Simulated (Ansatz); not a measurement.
# BeSi2 (built on the sites of a database entry of CaSi2): from the cell to its phonons

Wanted: vibrations and spectra of BeSi2 (built on the sites of a database entry of CaSi2); the cell is already relaxed.

Method: DFT PBEsol, scalar-relativistic, plane waves, PAW, in Ansatz 0.2.0.

The structure was built from a prototype and need not be the compound's stable phase.

**1. The structure**

It takes space group I4_1/amd (No. 141, tetragonal). Conventional cell: a = 2.614 Å, b = 2.614 Å, c = 21.603 Å, α = 90.00°, β = 90.00°, γ = 90.00°. Nearest to Be lie 8 Si at 2.45 Å. Nearest to Si lie 4 Be at 2.45 Å and 6 Si at 2.55 to 2.61 Å. Farther neighbours are not listed.

Structure file:

```cif
data_structure
_symmetry_space_group_name_H-M 'I4_1/amd:1'
_symmetry_Int_Tables_number 141
_cell_length_a 2.6143
_cell_length_b 2.6143
_cell_length_c 21.6026
_cell_angle_alpha 90.000
_cell_angle_beta 90.000
_cell_angle_gamma 90.000
_cell_volume 147.65
loop_
_atom_site_label
_atom_site_type_symbol
_atom_site_symmetry_multiplicity
_atom_site_Wyckoff_symbol
_atom_site_fract_x
_atom_site_fract_y
_atom_site_fract_z
_atom_site_occupancy
Be1 Be 4 a 0.00000 0.50000 0.25000 1
Si1 Si 8 e 0.50000 0.00000 0.32426 1
```

**2. Linear response at the zone centre**

The cell comes from relaxations at this level that are not shown. The zone centre is the only wavevector solved here; it holds the modes that light can see, as far as symmetry allows. No field response is asked, since the mesh shows no gap.

Contents of input.yaml:

```yaml
crystal:
  lattice:
    - [-1.3071564216, 1.3071564216, 10.8013124412]
    - [1.3071564216, -1.3071564216, 10.8013124412]
    - [1.3071564216, 1.3071564216, -10.8013124412]
  atoms:
    - { symbol: Be, position: [0.75, 0.25, 0.5] }
    - { symbol: Be, position: [0.0, 0.0, 0.0] }
    - { symbol: Si, position: [0.3242578467, 0.8242578467, 0.5] }
    - { symbol: Si, position: [0.5742578467, 0.5742578467, 0.0] }
    - { symbol: Si, position: [0.1757421533, 0.6757421533, 0.5] }
    - { symbol: Si, position: [0.4257421533, 0.4257421533, 0.0] }
kpoints:
  mp_grid: { grid: [16, 16, 16] }
hamiltonian:
  xc: pbesol
scf:
  occupations: { method: methfessel_paxton, width: 0.15 }
output:
  eigenvalues: true
phonons:
  method: dfpt
```

Command:

```
ansatz run input.yaml --threads 8 --pin off --max-ram 14336MiB --backend cpu --events-out ev --progress --plain --runs-dir out
```

Numbers of over 12 decimals in the logs are rounded to 6 here.

The log of the run:

```text
zone centre: on kpoints.mp_grid the ground state, and the responses unless they are solved on pairs of k-points, stand on 621 of the mesh's 4096 k-points, reduced under 4 symmetry operations, with k and −k counted as one. Each operation leaves every solved displacement unchanged or reverses it
Engine: ansatz 0.2.0, aarch64-unknown-linux-gnu
Pseudopotentials: kind: paw
Pseudopotential: Be, paw, valence charge 2, recommended cutoff 420 eV (normal), Be.paw.azcp
Pseudopotential: Si, paw, valence charge 4, recommended cutoff 420 eV (normal), Si.paw.azcp
Functional definition: PBEsol
  exchange = pbesol_x
  correlation = pbesol_c
Crystal: 6 atoms, lattice volume = 73.823 Å³
Basis set: ecut = 420 eV, 1473 PW (Γ), exchange–correlation on 160×160×160 points (8 copies of the dense FFT grid, shifted against one another)
Bands: 16, of which v1, the nominal top of the filled ones, is band 10 counted from 1 (9 counted from 0)
Symmetry: 16 space group operations
k-points: 621 of 4096 (irreducible under 4 space group operations, time reversal used)
Non-local potential: Be, projectors of the file, l = 0: 2, l = 1: 2, l = 2: 1
Non-local potential: Si, projectors of the file, l = 0: 2, l = 1: 2, l = 2: 2
PAW form: soft (Blöchl's): semilocal exchange-correlation on the pseudo side does not see the compensation charge
PAW frozen core: Be, regenerated for the run's functional, and the local potential with it (the file was generated under x = pbe(κ = 0.804, μ = 0.219515), c = pbe(β = 0.066725))
PAW frozen core: Si, regenerated for the run's functional, and the local potential with it (the file was generated under x = pbe(κ = 0.804, μ = 0.219515), c = pbe(β = 0.066725))
PAW one-centre angular grid: Be, 110 points (default); XC on 64 Gauss nodes
PAW one-centre angular grid: Si, 110 points (default); XC on 64 Gauss nodes
Initial density: superposition of atomic densities (neutral atoms: chi_scale 0, normalization atom), corrected by the library's trained network
Initial wavefunctions: pseudopotential atomic-orbital guess
Functional: x = pbesol(κ = 0.804, μ = 0.123457), c = pbesol(β = 0.046)
SCF iter   1: F=—  HF=-2664.803322 eV  |F-HF|=—  |Δ(HF+E_count)|=         —  Δρ=2.80e-3  dr2=9.76e-3  ethr=1.77e-3  ⟨swp⟩=6.0  Hψ=144946  notcnv=0  defer=575
automatic band count: the SCF goes on with 22 bands, as 16 were too few: the levels above may hold too much charge
preconditioner: auto → none  [metal: Δε(μ)=0.009 eV  Ē_g=10.773 eV  σ=0.150 eV  W_gap=0.05  n_scr=6 (ndim 8)  ℏωp=19.3 eV  f_vac=0.000  D(μ)=1.97/eV (n_scr^D=6)  sad-step TF]
SCF iter   2: F=—  HF=-2664.801896 eV  |F-HF|=—  |Δ(HF+E_count)|=   1.43e-3  S|Δr|=    0.00e0  Δρ=1.57e-3  dr2=2.33e-3  ethr=4.88e-5  ⟨swp⟩=1.0  Hψ=18726  notcnv=0  defer=578
SCF iter   3: F=—  HF=-2664.801531 eV  |F-HF|=—  |Δ(HF+E_count)|=   3.65e-4  S|Δr|=    0.00e0  Δρ=6.34e-4  dr2=1.50e-3  ethr=1.16e-5  ⟨swp⟩=2.4  Hψ=16795  notcnv=0  defer=578
SCF iter   4: F=—  HF=-2664.801239 eV  |F-HF|=—  |Δ(HF+E_count)|=   2.92e-4  S|Δr|=    0.00e0  Δρ=2.72e-4  dr2=1.59e-4  ethr=7.50e-6  ⟨swp⟩=1.4  Hψ=12115  notcnv=0  defer=578
SCF iter   5: F=—  HF=-2664.801211 eV  |F-HF|=—  |Δ(HF+E_count)|=   2.87e-5  S|Δr|=    0.00e0  Δρ=1.53e-4  dr2=5.14e-5  ethr=7.95e-7  ⟨swp⟩=1.0  Hψ=10669  notcnv=0  defer=578
SCF iter   6: F=—  HF=-2664.801198 eV  |F-HF|=—  |Δ(HF+E_count)|=   1.31e-5  S|Δr|=    0.00e0  Δρ=2.67e-5  dr2=1.84e-6  ethr=2.57e-7  ⟨swp⟩=2.0  Hψ=14105  notcnv=0  defer=578
SCF iter   7: F=—  HF=-2664.801199 eV  |F-HF|=—  |Δ(HF+E_count)|=   1.26e-6  S|Δr|=    0.00e0  Δρ=8.10e-6  dr2=1.56e-7  ethr=9.22e-9  ⟨swp⟩=2.0  Hψ=14420  notcnv=0  defer=578
SCF iter   8: F=—  HF=-2664.801199 eV  |F-HF|=—  |Δ(HF+E_count)|=   3.75e-8  S|Δr|=    0.00e0  Δρ=1.72e-6  dr2=6.36e-9  ethr=7.82e-10  ⟨swp⟩=2.0  Hψ=13175  notcnv=0  defer=578
SCF iter   9: F=—  HF=-2664.801199 eV  |F-HF|=—  |Δ(HF+E_count)|=   1.36e-9  S|Δr|=    0.00e0  Δρ=4.07e-7  dr2=3.52e-10  ethr=3.18e-11  ⟨swp⟩=2.2  Hψ=14012  notcnv=0  defer=578
SCF iter  10: F=-2664.801199 eV  HF=-2664.801199 eV  |F-HF|=0.00e0  |Δ(HF+E_count)|=  8.64e-11  S|Δr|=    0.00e0  Δρ=1.32e-8  dr2=3.19e-13  ethr=1.00e-12  ⟨swp⟩=8.8  Hψ=80119  notcnv=0
SCF 1 converged in 10 iterations: F = -2664.801199 eV  dr2 = 3.19e-13
  greatest PAW one-centre occupation: 0.654 electrons in one spin orbital (limit 2), on the Si atom at site 5 (counted from 0), in its partial waves of l = 0
DFPT response loops at Γ: preconditioner auto → Kerker (q_TF=auto, 2.195 Å⁻¹) (partly filled bands, converged f_vac=0.000); β = 1.00, the filter's whole step (`scf.mixing.beta` (0.50) is not read by the response loops under this deck's `scf.mixing.preconditioner`; to damp them name `kerker` or `kerker_dos`, under which they read `scf.mixing.beta`, and type it under 1.00, their step now; both keys bind the ground state too); Broyden in place of MSR1
SCF converged after 10 iterations
Stability not checked: this state was not tested for a lower state beside it, because cold or Methfessel-Paxton smearing, or corrected tetrahedra, fill the levels in a way that the test cannot read (fill_not_monotonic; see scf.lower_state_search)
Free energy (F): -2664.801199 eV
Harris-Foulkes:  -2664.801199 eV  (|F-HF|=0.00e0)
Internal energy: -2664.801518 eV  (E = F + TS)
E sigma→0 (E₀):  -2664.801278 eV
Entropy (-TS):   0.000319 eV (0.053 meV/atom)
Fermi energy:    10.221472 eV
--- Per-component energies (eV) ---
  E_band       = 89.150726
  E_kinetic    = 208.207694
  E_local      = 6.236544  (includes V_loc(G=0)·N_el)
  E_nonlocal   = 110.533163
  E_hartree    = 5.007130
  E_xc         = -262.411046
  E_vxc        = -234.726420  (∫ρ·V_xc dr)
  E_paw        = -2108.602782  (= ΣΔE_a)
  E_vpaw       = -11.114540  (= ΣTr[D̂ρ^β])
  E_aug_tail   = 0.000023  (compensation charges beyond the density's cutoff)
  E_ewald      = -623.917550
  E_core_change = 0.145305  (= ΣΔE_core)
  E_smearing   = 0.000319  (= −TS)
  E_closure    = 0.000000  (closes the sum)
  Σ components = -2664.801199   (vs F -2664.801199, Δ=0.00e0)
--- Band table (eV; the first three rows and the last of 621) ---
  k-point 0: bands = [... 6 lower, 8.1215, 13.8393, 14.7806, 14.7806, 14.8387, 14.8387, 15.5208, 16.4724, ... 8 higher]
  k-point 1: bands = [... 6 lower, 8.2448, 13.1638, 13.2763, 13.7752, 13.9422, 14.0155, 15.4333, 15.4694, ... 8 higher]
  k-point 2: bands = [... 6 lower, 8.6070, 11.2349, 11.3523, 12.2159, 12.2918, 14.0001, 14.1070, 14.1991, ... 8 higher]
  k-point 620: bands = [... 6 lower, 10.7278, 10.7278, 14.5650, 14.5650, 15.2618, 15.2618, 16.2196, 16.2196, ... 8 higher]
--- Phonons (Γ-DFPT): 5 representative perturbations + reference, on 621 of 4096 k-points (Σ response iterations 14) ---
  k mesh reduced under 4 symmetry operations, with k and −k counted as one. Each operation leaves every solved displacement unchanged or reverses it
  ASR residual: 1.410e-5 → 0.000e0 eV/Å²; symmetrization residual: 1.309e-7 eV/Å²
  ASR residual per site (eV/Å²): 1.41e-5 1.41e-5 4.94e-6 4.94e-6 4.94e-6 4.94e-6
  Γ frequencies (cm⁻¹): 0.00 0.00 0.00 68.22 68.22 97.70 97.70 118.08 118.08 190.28 213.65 213.65 243.20 246.72 246.72 316.20 388.53 397.87
  non-analytic LO–TO correction: not included (Born effective charges unavailable; polar crystals: no LO–TO splitting at Γ)
```

The job ended after 4.8 min (8 threads of Arm Neoverse V1, shared host; peak memory 4.1 GiB; 36 min of CPU time).

Reading the cycles: dr2 is the Hartree energy of the density residual (eV), the measure of convergence; HF is the Harris–Foulkes estimate of the energy, which meets the free energy F at convergence.

This step gave:

```
volume per atom                                         : 12.30 Å³
gap on the k-mesh                                       : 0 eV
sum-rule residual before enforcement                    : 1.41e-5 eV/Å²
point group                                             : 4/mmm
highest optical mode at the zone centre (no LO-TO term) : 397.9 cm⁻¹
lowest optical zone-centre mode                         : 68.22 cm⁻¹
```

Patterns of degenerate modes are one choice out of their space. The modes at Γ (shares of kinetic energy by element, %):

| mode | frequency (cm⁻¹) | symmetry | Be % | Si % |
| --- | --- | --- | --- | --- |
| 1 | 0.0 | acoustic | 14 | 86 |
| 2 | 0.0 | acoustic | 14 | 86 |
| 3 | 0.0 | acoustic | 14 | 86 |
| 4 | 68.2 | Eg | 14 | 86 |
| 5 | 68.2 | Eg | 14 | 86 |
| 6 | 97.7 | Eu | 0 | 100 |
| 7 | 97.7 | Eu | 0 | 100 |
| 8 | 118.1 | Eg | 6 | 94 |
| 9 | 118.1 | Eg | 6 | 94 |
| 10 | 190.3 | B2u | 0 | 100 |
| 11 | 213.7 | Eu | 86 | 14 |
| 12 | 213.7 | Eu | 86 | 14 |
| 13 | 243.2 | B1g | 40 | 60 |
| 14 | 246.7 | Eg | 81 | 19 |
| 15 | 246.7 | Eg | 81 | 19 |
| 16 | 316.2 | A1g | 0 | 100 |
| 17 | 388.5 | B1g | 60 | 40 |
| 18 | 397.9 | A2u | 86 | 14 |

Displacements in mode 4 (68.2 cm⁻¹), the largest set to 1:
```
Be1 -0.02 -0.88  0.00
Be2  0.02  0.88  0.00
Si3 -0.02 -0.76  0.00
Si4  0.01  1.00  0.00
Si5 -0.01 -1.00  0.00
Si6  0.02  0.76  0.00
```

Displacements in mode 18 (397.9 cm⁻¹), the largest set to 1:
```
Be1  0.00  0.00  1.00
Be2  0.00  0.00  1.00
Si3  0.00  0.00 -0.16
Si4  0.00  0.00 -0.16
Si5  0.00  0.00 -0.16
Si6  0.00  0.00 -0.16
```

Before it was imposed, the acoustic sum rule was missed by 1.4e-5 eV/Å². Small misses are needed for a sound result but don't prove that mesh and cutoff are converged. The lowest optical mode is real, 68.2 cm⁻¹.

**3. Another isotope**

An isotope changes the mass and not the force constants, so no new electronic calculation is needed; the shifts show which modes move this element.

The same force constants with the mass of Si changed from 28.085 to 29.974 u (phonopy, no LO-TO term). Both lists are sorted by frequency; levels can cross, so a row need not hold one and the same mode. Modes under 3 cm⁻¹ are left out. Isotope shifts, by row:

```
    q  rank  natural mass (cm⁻¹)  changed mass (cm⁻¹)
0 0 0     4                68.22                66.32
0 0 0     5                68.22                66.32
0 0 0     6                 97.7                94.57
0 0 0     7                 97.7                94.57
0 0 0     8                118.1                114.5
0 0 0     9                118.1                114.5
0 0 0    10                190.3                184.2
0 0 0    11                213.7                212.7
0 0 0    12                213.7                212.7
0 0 0    13                243.2                238.4
0 0 0    14                246.7                245.2
0 0 0    15                246.7                245.2
0 0 0    16                316.2                306.1
0 0 0    17                388.5                383.7
0 0 0    18                397.9                396.1
```

A mode of this element alone would shift by -3.20 %. The highest zone-centre frequency without the field goes from 397.9 to 396.1 cm⁻¹ (-0.4 %). The product of the frequency ratios over all optical modes at Γ is 0.736; the product rule, (m/m′)^(3k/2) (M′/M)^(3/2) with k = 4 such atoms and M the mass of the cell, gives 0.736.

**4. What came out**

* space group (within 0.01 Å): I4_1/amd
* volume per atom: 12.3 Å³
* electronic character: no gap on this mesh
* highest optical mode at the zone centre (no LO-TO term): 398 cm⁻¹
* lowest optical zone-centre mode: 68.2 cm⁻¹
* imaginary modes at Γ (the only wavevector solved): none

**Reading.** The structure is stable against zone-centre distortions, since no mode there is imaginary; other wavevectors were not solved, so zone-boundary instabilities are untested. The optical modes at Γ span 68 to 398 cm⁻¹. No dispersion was computed. The highest mode in this list at Γ, 397.9 cm⁻¹, is mostly motion of Be (86 % of the kinetic energy). With no gap, or one that is small against the smearing, the frequencies hang on the k mesh and the smearing, most of all near Kohn anomalies. The starting cell was built on a prototype and not taken from a measurement, so the phase need not exist. These are harmonic frequencies at zero temperature: anharmonic shifts, linewidths and thermal expansion are left out.

[Logs are printed without paths, hosts, clocks, repeated set-up lines and the standing remarks that a program may print on its own settings, such as how far it seeks lower states.]

[Hosts, paths, dates, database ids (printed as entryN), source tags and the programs' standing remarks are cut or masked in the printed files.]
